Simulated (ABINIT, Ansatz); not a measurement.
# Ba2H6Os (Fm-3m): G0W0 with ABINIT, start to end

How does a plane-wave GW calculation on Ba2H6Os (Fm-3m) run from the first input to the gap?

Calculated with ABINIT 10.8.3; LDA and many-body steps on it, plane waves.

### Step 1. The structure

Symmetry: Fm-3m, No. 225, cubic system. Conventional cell: a = 8.092 Å, b = 8.092 Å, c = 8.092 Å, α = 90.00°, β = 90.00°, γ = 90.00°. Nearest to Ba lie 12 H at 2.88 Å. H has 1 Os at 1.73 Å and 4 H at 2.45 Å and 4 Ba at 2.88 Å nearest. Nearest to Os lie 6 H at 1.73 Å. Farther neighbours are not listed.

The cell and positions are those that the Materials Project relaxed with its own functionals (PBE, PBE+U or r2SCAN), kept fixed. Spin-orbit coupling is left out unless a step names it.

### Step 2. Ground state

This step: ABINIT 10.8.3; DFT, LDA, plane waves, norm-conserving pseudopotentials.

The ground-state density comes first.

Input file run.abi:

```
acell 3*1.0 Angstrom
rprim 
  -0.000000000000 4.046207840000 4.046207840000
  4.046207840000 0.000000000000 4.046207840000
  4.046207840000 4.046207840000 0.000000000000
ntypat 3
znucl 56 1 76
natom 9
typat 1 1 2 2 2 2 2 2 3
xred 
  0.750000000000 0.750000000000 0.750000000000
  0.250000000000 0.250000000000 0.250000000000
  0.785917090000 0.785917090000 0.214082910000
  0.214082910000 0.785917090000 0.214082910000
  0.785917090000 0.214082910000 0.214082910000
  0.214082910000 0.214082910000 0.785917090000
  0.785917090000 0.214082910000 0.785917090000
  0.214082910000 0.785917090000 0.785917090000
  0.000000000000 0.000000000000 0.000000000000
pp_dirpath "pseudos"
pseudos "Ba.upf, H.upf, Os.upf"
ecut 33
ngkpt 4 4 4
nshiftk 1
shiftk 0 0 0
kptopt 1
chksymbreak 0
nband 29
occopt 1
tolvrs 1e-10
nstep 60
prtwf 0
optforces 0
optstress 0
indata_prefix "in"
outdata_prefix "out"
tmpdata_prefix "tmp"
```

Started as:

```sh
> OMP_NUM_THREADS=1 mpirun -n 4 abinit run.abi > log
```

Numbers of over 12 decimals in the logs are rounded to 6 here.

The log of the run:

```text
.Version 10.8.3 of ABINIT. v10.8.2 released Aug 2026.

 Symmetries : space group Fm -3 m (#225); Bravais cF (face-center cubic)
================================================================================
 Values of the parameters that define the memory need of the present run
     intxc =       0    ionmov =       0      iscf =       7    lmnmax =       8
     lnmax =       8     mgfft =      60  mpssoang =       4    mqgrid =    3001
     natom =       9  nloc_mem =       1    nspden =       1   nspinor =       1
    nsppol =       1      nsym =      48    n1xccc =    2501    ntypat =       3
    occopt =       1   xclevel =       1
-    mband =          29        mffmem =           1         mkmem =           2
       mpw =        8108          nfft =      216000          nkpt =           8
================================================================================
  Rough estimation (10% accuracy) of disk space for files :
================================================================================

--------------------------------------------------------------------------------
------------- Echo of variables that govern the present computation ------------
--------------------------------------------------------------------------------
 -outvars: echo values of preprocessed input variables --------
            acell      1.8897261259E+00  1.8897261259E+00  1.8897261259E+00 Bohr

      chksymbreak           0
             ecut      3.30000000E+01 Hartree
-          fftalg         312

              ixc       -1012
              kpt      0.00000000E+00  0.00000000E+00  0.00000000E+00
                       2.50000000E-01  0.00000000E+00  0.00000000E+00
                       5.00000000E-01  0.00000000E+00  0.00000000E+00
                       2.50000000E-01  2.50000000E-01  0.00000000E+00
                       5.00000000E-01  2.50000000E-01  0.00000000E+00
                      -2.50000000E-01  2.50000000E-01  0.00000000E+00
                       5.00000000E-01  5.00000000E-01  0.00000000E+00
                      -2.50000000E-01  5.00000000E-01  2.50000000E-01
         kptrlatt        4    0    0      0    4    0      0    0    4
          kptrlen      4.32535785E+01
P           mkmem           2
            natom           9
            nband          29
            ngfft          60      60      60
             nkpt           8
            nstep          60
             nsym          48
           ntypat           3
              occ      2.000000  2.000000  2.000000  2.000000  2.000000  2.000000
                       2.000000  2.000000  2.000000  2.000000  2.000000  2.000000
                       2.000000  2.000000  2.000000  2.000000  2.000000  2.000000
                       2.000000  2.000000  2.000000  0.000000  0.000000  0.000000
                       0.000000  0.000000  0.000000  0.000000  0.000000
        optforces           0
        optstress           0
            prtwf           0
            rprim     -0.0000000000E+00  4.0462078400E+00  4.0462078400E+00
                       4.0462078400E+00  0.0000000000E+00  4.0462078400E+00
                       4.0462078400E+00  4.0462078400E+00  0.0000000000E+00
          spgroup         225

           tolvrs      1.00000000E-10

             xred      7.5000000000E-01  7.5000000000E-01  7.5000000000E-01
                       2.5000000000E-01  2.5000000000E-01  2.5000000000E-01
[...]
znucl       56.00000    1.00000   76.00000

================================================================================

 chkinp: Checking input parameters for consistency.

================================================================================
== DATASET  1 ==================================================================
-   mpi_nproc: 4, omp_nthreads: 1 (-1 if OMP is not activated)

--- !DatasetInfo
iteration_state: {dtset: 1, }
dimensions: {natom: 9, nkpt: 8, mband: 29, nsppol: 1, nspinor: 1, nspden: 1, mpw: 8108, }
cutoff_energies: {ecut:  33.0, pawecutdg:  -1.0, }
electrons: {nelect:   4.20000000E+01, charge:   0.00000000E+00, occopt:   1.00000000E+00, tsmear:   1.00000000E-02, }

 Real(R)+Recip(G) space primitive vectors, cartesian coordinates (Bohr,Bohr^-1):
 R(1)=  0.0000000  7.6462247  7.6462247  G(1)= -0.0653917  0.0653917  0.0653917
 R(2)=  7.6462247  0.0000000  7.6462247  G(2)=  0.0653917 -0.0653917  0.0653917
 R(3)=  7.6462247  7.6462247  0.0000000  G(3)=  0.0653917  0.0653917 -0.0653917
 Unit cell volume ucvol=  8.9406925E+02 bohr^3
 Angles (23,13,12)=  6.00000000E+01  6.00000000E+01  6.00000000E+01 degrees

 getcut: wavevector=  0.0000  0.0000  0.0000  ngfft=  60  60  60
         ecut(hartree)=     33.000   => boxcut(ratio)=   2.14569

--- Pseudopotential description ------------------------------------------------
- Ba Generated using ONCVPSP code by D. R. Hamann
- 56.00000  10.00000  180309                  znucl, zion, pspdat
12 -1012 2 -1 1912                            pspcod,pspxc,lmax,lloc,mmax
     nproj     2     2     2     0
  pspatm : epsatm=   25.95172157
         --- l  ekb(1:nproj) -->
[...]
pspatm: atomic psp has been read  and splines computed

- H Generated using ONCVPSP code by D. R. Hamann
-  1.00000   1.00000  180309                  znucl, zion, pspdat
12 -1012 1 -1 1180                            pspcod,pspxc,lmax,lloc,mmax
[...]
pspatm : epsatm=    0.35439867
         --- l  ekb(1:nproj) -->
[...]
1   -0.275071
 pspatm: atomic psp has been read  and splines computed

- Os Generated using ONCVPSP code by D. R. Hamann
- 76.00000  16.00000  180309                  znucl, zion, pspdat
12 -1012 3 -1 1312                            pspcod,pspxc,lmax,lloc,mmax
     nproj     2     2     2     2
  pspatm : epsatm=   26.17458178
         --- l  ekb(1:nproj) -->
[...]
pspatm: atomic psp has been read  and splines computed

   3.36858551E+03                                ecore*ucvol(ha*bohr**3)
--------------------------------------------------------------------------------

_setup2: Arith. and geom. avg. npw (full set) are    8091.859    8091.837

================================================================================

--- !BeginCycle
iteration_state: {dtset: 1, }
solver: {iscf: 7, nstep: 60, nline: 4, wfoptalg: 0, }
tolerances: {tolvrs: 1.00E-10, }

     iter   Etot(hartree)      deltaE(h)  residm     vres2
 ETOT  1  -161.01398643811    -1.610E+02 6.000E-02 2.314E+03
 ETOT  2  -161.13805551163    -1.241E-01 4.998E-03 8.337E+02
 ETOT  3  -161.18617843340    -4.812E-02 1.779E-03 5.674E+02
 ETOT  4  -161.24421324861    -5.803E-02 3.816E-04 3.954E+00
 ETOT  5  -161.24431999567    -1.067E-04 3.102E-04 7.443E-01
 ETOT  6  -161.24435388900    -3.389E-05 2.367E-04 2.595E-01
 ETOT  7  -161.24437656741    -2.268E-05 3.119E-04 2.256E-04
 ETOT  8  -161.24437657275    -5.340E-09 2.073E-04 1.255E-04
 ETOT  9  -161.24437658422    -1.147E-08 2.314E-04 3.177E-06
 ETOT 10  -161.24437658446    -2.386E-10 1.450E-04 1.267E-08
 ETOT 11  -161.24437658446    -1.819E-12 1.381E-04 2.157E-10
 ETOT 12  -161.24437658448    -1.882E-11 8.504E-05 1.779E-12

 At SCF step   12       vres2   =  1.78E-12 < tolvrs=  1.00E-10 =>converged.

--- !ResultsGS
iteration_state: {dtset: 1, }
comment   : Summary of ground state results
lattice_vectors:
- [ -0.0000000,   7.6462247,   7.6462247, ]
- [  7.6462247,   0.0000000,   7.6462247, ]
- [  7.6462247,   7.6462247,   0.0000000, ]
lattice_lengths: [  10.81339,   10.81339,   10.81339, ]
lattice_angles: [ 60.000,  60.000,  60.000, ] # degrees, (23, 13, 12)
lattice_volume:   8.9406925E+02
convergence: {deltae: -1.882E-11, res2:  1.779E-12, residm:  8.504E-05, diffor:  0.000E+00, }
etotal    :  -1.61244377E+02
entropy   :   0.00000000E+00
fermie    :   1.70365930E-01
cartesian_stress_tensor: null
pressure_GPa: null
xred      :
- [  7.5000E-01,   7.5000E-01,   7.5000E-01, Ba]
- [  2.5000E-01,   2.5000E-01,   2.5000E-01, Ba]
- [  7.8592E-01,   7.8592E-01,   2.1408E-01,  H]
- [  2.1408E-01,   7.8592E-01,   2.1408E-01,  H]
- [  7.8592E-01,   2.1408E-01,   2.1408E-01,  H]
- [  2.1408E-01,   2.1408E-01,   7.8592E-01,  H]
- [  7.8592E-01,   2.1408E-01,   7.8592E-01,  H]
- [  2.1408E-01,   7.8592E-01,   7.8592E-01,  H]
- [  0.0000E+00,   0.0000E+00,   0.0000E+00, Os]
cartesian_forces: null
force_length_stats: {min: null, max: null, mean: null, }

 Integrated electronic density in atomic spheres:
 ------------------------------------------------
 Atom  Sphere_radius  Integrated_density
[...]
================================================================================

 ----iterations are completed or convergence reached----

 Mean square residual over all n,k,spin=   37.127E-08; max=  85.040E-06
 reduced coordinates (array xred) for    9 atoms
[...]
0.785917090000      0.214082910000      0.214082910000
       0.214082910000      0.214082910000      0.785917090000
       0.785917090000      0.214082910000      0.785917090000
       0.214082910000      0.785917090000      0.785917090000
       0.000000000000      0.000000000000      0.000000000000
 rms dE/dt=  0.0000E+00; max dE/dt=  0.0000E+00; dE/dt below (all hartree)
    1       0.000000000000      0.000000000000      0.000000000000
    2       0.000000000000      0.000000000000      0.000000000000
    3       0.000000000000      0.000000000000      0.000000000000
    4       0.000000000000      0.000000000000      0.000000000000
    5       0.000000000000      0.000000000000      0.000000000000
    6       0.000000000000      0.000000000000      0.000000000000
    7       0.000000000000      0.000000000000      0.000000000000
    8       0.000000000000      0.000000000000      0.000000000000
    9       0.000000000000      0.000000000000      0.000000000000

 cartesian coordinates (angstrom) at end:
    1      6.069312     6.069312     6.069312
[...]
5      1.732448     4.046208     4.046208
    6      4.046208     4.046208     1.732448
    7      4.046208     6.359968     4.046208
    8      6.359968     4.046208     4.046208
    9      0.000000     0.000000     0.000000
 length scales=  1.889726125908  1.889726125908  1.889726125908 bohr
              =  1.000000000000  1.000000000000  1.000000000000 angstroms
 prteigrs : about to open file out_EIG
 Fermi (or HOMO) energy (hartree) =   0.17037   Average Vxc (hartree)=  -0.35098
 Eigenvalues (hartree) for nkpt=   8  k points:
 kpt#   1, nband= 29, wtk=  0.01563, kpt=  0.0000  0.0000  0.0000 (reduced coord)
  -2.92260   -1.42944   -1.42944   -1.42944   -0.82054   -0.81516   -0.28285   -0.28285
  -0.28285   -0.26510   -0.26510   -0.26510   -0.06296    0.01365    0.01365    0.06919
   0.06919    0.06919    0.17037    0.17037    0.17037    0.27269    0.27269    0.27494
   0.41403    0.41403    0.41478    0.41492    0.41492
 prteigrs : prtvol=0 or 1, do not print more k-points.

--- !EnergyTerms
iteration_state     : {dtset: 1, }
comment             : Components of total free energy in Hartree
kinetic             :  4.42143623371966E+01
hartree             :  4.13957565149880E+01
xc                  : -3.59461910954473E+01
Ewald energy        : -9.55516600920556E+01
psp_core            :  3.76770088171128E+00
local_psp           : -1.31024123810787E+02
non_local_psp       :  1.18997786799156E+01
total_energy        : -1.61244376584478E+02
total_energy_eV     : -4.38768301123264E+03
band_energy         : -1.95223330454299E+01

== END DATASET(S) ==============================================================
================================================================================

 -outvars: echo values of variables after computation  --------
           etotal     -1.6124437658E+02
            nband          29
             nkpt           8
          spgroup         225
 [... the other variables as echoed above ...]

 Calculation completed.
```

It took 21 s on 4 MPI ranks of Intel Xeon 6975P-C (Granite Rapids), shared host; peak memory 0.51 GiB.

Numbers from this step:

- total energy: -4387.6830 eV
- gap: 1.777 eV
- k of the valence top: 0, 0, 0
- k of the conduction bottom: 0.5, 0.5, 0
- least direct gap: 2.056 eV

The gap is indirect, with the least direct gap 0.28 eV higher.

### Step 3. Empty states on the mesh, 2×2×2 mesh, 258 bands

The sums over transitions need many empty states on a uniform mesh; this step solves for them.

run.abi, as its differences from that of step 2:

```diff
@@ -22,3 +22,3 @@
 ecut 33
-ngkpt 4 4 4
+ngkpt 2 2 2
 nshiftk 1
@@ -27,9 +27,10 @@
 chksymbreak 0
-nband 29
-occopt 1
-tolvrs 1e-10
+iscf -2
+irdden 1
+istwfk *1
+nband 258
+nbdbuf 22
+tolwfr 1e-09
 nstep 60
-prtwf 0
-optforces 0
-optstress 0
+prtvol 0
 indata_prefix "in"
```

Started as:

```sh
> OMP_NUM_THREADS=1 mpirun -n 3 abinit run.abi > log
```

The log of the run:

```text
.Version 10.8.3 of ABINIT. v10.8.2 released Aug 2026.

 Symmetries : space group Fm -3 m (#225); Bravais cF (face-center cubic)
[... echo of the input left out ...]
== DATASET  1 ==================================================================
-   mpi_nproc: 3, omp_nthreads: 1 (-1 if OMP is not activated)

--- !DatasetInfo
iteration_state: {dtset: 1, }
dimensions: {natom: 9, nkpt: 3, mband: 258, nsppol: 1, nspinor: 1, nspden: 1, mpw: 8144, }
cutoff_energies: {ecut:  33.0, pawecutdg:  -1.0, }
electrons: {nelect:   4.20000000E+01, charge:   0.00000000E+00, occopt:   1.00000000E+00, tsmear:   1.00000000E-02, }

 Real(R)+Recip(G) space primitive vectors, cartesian coordinates (Bohr,Bohr^-1):
 R(1)=  0.0000000  7.6462247  7.6462247  G(1)= -0.0653917  0.0653917  0.0653917
 R(2)=  7.6462247  0.0000000  7.6462247  G(2)=  0.0653917 -0.0653917  0.0653917
 R(3)=  7.6462247  7.6462247  0.0000000  G(3)=  0.0653917  0.0653917 -0.0653917
 Unit cell volume ucvol=  8.9406925E+02 bohr^3
 Angles (23,13,12)=  6.00000000E+01  6.00000000E+01  6.00000000E+01 degrees

 getcut: wavevector=  0.0000  0.0000  0.0000  ngfft=  60  60  60
         ecut(hartree)=     33.000   => boxcut(ratio)=   2.14569

--- Pseudopotential description ------------------------------------------------
- Ba Generated using ONCVPSP code by D. R. Hamann
- 56.00000  10.00000  180309                  znucl, zion, pspdat
12 -1012 2 -1 1912                            pspcod,pspxc,lmax,lloc,mmax
     nproj     2     2     2     0
  pspatm : epsatm=   25.95172157
         --- l  ekb(1:nproj) -->
             0    6.668455    0.685657
             1    5.046948    0.410312
             2    2.551809    0.419281
 pspatm: atomic psp has been read  and splines computed

- H Generated using ONCVPSP code by D. R. Hamann
-  1.00000   1.00000  180309                  znucl, zion, pspdat
12 -1012 1 -1 1180                            pspcod,pspxc,lmax,lloc,mmax
     nproj     2     1     0     0
  pspatm : epsatm=    0.35439867
         --- l  ekb(1:nproj) -->
[...]
1   -0.275071
 pspatm: atomic psp has been read  and splines computed

- Os Generated using ONCVPSP code by D. R. Hamann
- 76.00000  16.00000  180309                  znucl, zion, pspdat
12 -1012 3 -1 1312                            pspcod,pspxc,lmax,lloc,mmax
     nproj     2     2     2     2
  pspatm : epsatm=   26.17458178
         --- l  ekb(1:nproj) -->
[...]
pspatm: atomic psp has been read  and splines computed

--------------------------------------------------------------------------------

================================================================================
 prteigrs : about to open file out_EIG
 Non-SCF case, kpt    1 (  0.00000  0.00000  0.00000), residuals and eigenvalues=
  1.64E-10  3.33E-10  3.29E-10  6.03E-10  8.04E-10  8.02E-10  3.29E-10  5.96E-10
[...]
3.00E-05  3.56E-05
 -2.9226E+00 -1.4294E+00 -1.4294E+00 -1.4294E+00 -8.2054E-01 -8.1516E-01
 -2.8285E-01 -2.8285E-01 -2.8285E-01 -2.6510E-01 -2.6510E-01 -2.6510E-01
 -6.2959E-02  1.3649E-02  1.3649E-02  6.9192E-02  6.9192E-02  6.9192E-02
[...]
2.8805E+00  2.8856E+00  2.8856E+00  2.8856E+00  2.9045E+00  2.9045E+00
  2.9055E+00  2.9132E+00  2.9132E+00  2.9141E+00  2.9157E+00  2.9167E+00
 prteigrs : prtvol=0 or 1, do not print more k-points.

--- !ResultsGS
iteration_state: {dtset: 1, }
comment   : Summary of ground state results
lattice_vectors:
- [ -0.0000000,   7.6462247,   7.6462247, ]
- [  7.6462247,   0.0000000,   7.6462247, ]
- [  7.6462247,   7.6462247,   0.0000000, ]
lattice_lengths: [  10.81339,   10.81339,   10.81339, ]
lattice_angles: [ 60.000,  60.000,  60.000, ] # degrees, (23, 13, 12)
lattice_volume:   8.9406925E+02
convergence: {deltae:  0.000E+00, res2:  0.000E+00, residm:  9.836E-10, diffor:  0.000E+00, }
etotal    :  -1.61244377E+02
entropy   :   0.00000000E+00
fermie    :   1.70365930E-01
cartesian_stress_tensor: null
pressure_GPa: null
xred      :
- [  7.5000E-01,   7.5000E-01,   7.5000E-01, Ba]
- [  2.5000E-01,   2.5000E-01,   2.5000E-01, Ba]
- [  7.8592E-01,   7.8592E-01,   2.1408E-01,  H]
- [  2.1408E-01,   7.8592E-01,   2.1408E-01,  H]
- [  7.8592E-01,   2.1408E-01,   2.1408E-01,  H]
- [  2.1408E-01,   2.1408E-01,   7.8592E-01,  H]
- [  7.8592E-01,   2.1408E-01,   7.8592E-01,  H]
- [  2.1408E-01,   7.8592E-01,   7.8592E-01,  H]
- [  0.0000E+00,   0.0000E+00,   0.0000E+00, Os]
cartesian_forces: null
force_length_stats: {min: null, max: null, mean: null, }

 Integrated electronic density in atomic spheres:
 ------------------------------------------------
 Atom  Sphere_radius  Integrated_density
[...]
================================================================================

 ----iterations are completed or convergence reached----

 Mean square residual over all n,k,spin=   44.029E-11; max=  98.360E-11
 reduced coordinates (array xred) for    9 atoms
[...]
0.214082910000      0.785917090000      0.785917090000
       0.000000000000      0.000000000000      0.000000000000

 cartesian coordinates (angstrom) at end:
    1      6.069312     6.069312     6.069312
    2      2.023104     2.023104     2.023104
    3      4.046208     4.046208     6.359968
[...]
8      6.359968     4.046208     4.046208
    9      0.000000     0.000000     0.000000
 length scales=  1.889726125908  1.889726125908  1.889726125908 bohr
              =  1.000000000000  1.000000000000  1.000000000000 angstroms
 prteigrs : about to open file out_EIG
 Eigenvalues (hartree) for nkpt=   3  k points:
 kpt#   1, nband=258, wtk=  0.12500, kpt=  0.0000  0.0000  0.0000 (reduced coord)
[...]
2.86655    2.86655    2.86655    2.87919    2.88052    2.88052    2.88052    2.88561
   2.88561    2.88561    2.90453    2.90454    2.90546    2.91320    2.91323    2.91408
   2.91567    2.91666
 prteigrs : prtvol=0 or 1, do not print more k-points.

== END DATASET(S) ==============================================================
================================================================================

 -outvars: echo values of variables after computation  --------
            nband         258
             nkpt           3
          spgroup         225
 [... the other variables as echoed above ...]

 Calculation completed.
```

It took 96 s on 3 MPI ranks; peak memory 0.47 GiB.

Numbers from this step:

* gap: 1.777 eV
* k of the valence top: 0, 0, 0
* k of the conduction bottom: 0.5, 0.5, 0
* least direct gap: 2.058 eV
* k points computed: 3
* lowest point of the top converged band, above the valence top: 71.5749 eV

On this mesh the gap is 1.777 eV.

[end of part 1 of 2]

[Paths, hosts, dates, memory and timing lines, banners, echoed tables and standing remarks are left out of the program output.]

[Logs are printed without paths, hosts, clocks, repeated set-up lines and the standing remarks that a program may print on its own settings, such as how far it seeks lower states.]

[Runs of the session that timed out or met a known fault of the program may be left out.]

[Hosts, paths, dates, database ids (printed as entryN), source tags and the programs' standing remarks are cut or masked in the printed files.]

[G0W0 gaps are taken among the corrected bands and points alone; a level outside them can change the order at an edge.]

[Where Ansatz stands beside ABINIT at settings called matched, ABINIT's density can come from a denser mesh and the files from another edition; pairs whose starting gaps differed by over 0.03 eV were left out, so agreement reads better than it is.]
